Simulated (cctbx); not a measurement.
## Symmetry from intensities

Cell: a = 7.8730 Å, b = 7.8730 Å, c = 13.5090 Å, α = 90.00°, β = 90.00°, γ = 90.00°. Expected content of the cell: Bi4 Ho16 Tb4 Ru8.

The data are simulated with cctbx, not measured: Mo Kα, λ = 0.71073 Å, to d = 0.7 Å, 70 % of the full sphere, strongest reflection 70000 counts, noise from counting, a 4 % proportional error and a noise floor of 2 counts (s.d.); no absorption, some extinction.

A first pass over the reflections prints:

```text
7180 reflections to d = 0.700 A
centring   violations  <I/sigma> of those
    A       1587 of  3612      7.7
    B       1600 of  3598      7.8
    C       1437 of  3614      6.7
    I          0 of  3580      0.0
    R       2110 of  4789      7.9
    F       2312 of  5412      7.4
Laue class    unique    Rint  (classes that these axes allow; Friedel mates merged)
I 1 2/m 1        1351   0.027
I 1 1 2/m        1321   0.028
I 2/m 1 1        1346   0.028
I m m m           757   0.031
I 4/m             672   0.031
I 4/m m m         412   0.033
space group    extra absences  I>4sigma  <I/sigma>
I 4 2 2                 0          0         -  acentric
I 4 m m                 0          0         -  acentric
I 4 c m               246          0      -0.0  acentric
I -4 m 2                0          0         -  acentric
I -4 c 2              246          0      -0.0  acentric
I -4 2 m                0          0         -  acentric
I 4/m m m               0          0         -  centric
I 4/m c m             246          0      -0.0  centric
Wilson B = 1.27 A^2   <|E^2-1|> = 0.889 (0.968 centric, 0.736 acentric)   E^2>4: 2.1 %
shell (A)         n   <I/sigma>
 6.80 - 1.40     62     39.4
 1.40 - 1.11     55     42.8
 1.11 - 0.97     50     44.7
 0.97 - 0.88     47     44.8
 0.88 - 0.82     52     40.2
 0.82 - 0.77     51     41.5
 0.77 - 0.73     43     41.5
 0.73 - 0.70     52     38.4
```

Q: Read the symmetry from these tables.

The reflections that I centring forbids are absent (⟨I/σ⟩ near 0), so the lattice is I.

Rint stays low (0.027 to 0.033) up to I 4/m m m, the highest class in these axes.

8 settings pass the absence test. The most absences obeyed, 246, belong to I 4 c m, I -4 c 2 and I 4/m c m, which absences can't tell apart.

⟨|E²−1|⟩ = 0.889 leans to a centrosymmetric structure. The Wilson B of 1.27 Å² means U ≈ 0.0161 Å².

The true group is I4/mcm (no. 140), Laue class 4/mmm, centrosymmetric. The tables only narrow the choice to the tied entries; cell content, site symmetry and trial solutions must settle it.

The model is made up (kin elements in a known structure type, no relaxation), so it says nothing on whether the phase exists.

[Logs are printed without paths, hosts, clocks, repeated set-up lines and the standing remarks that a program may print on its own settings, such as how far it seeks lower states.]
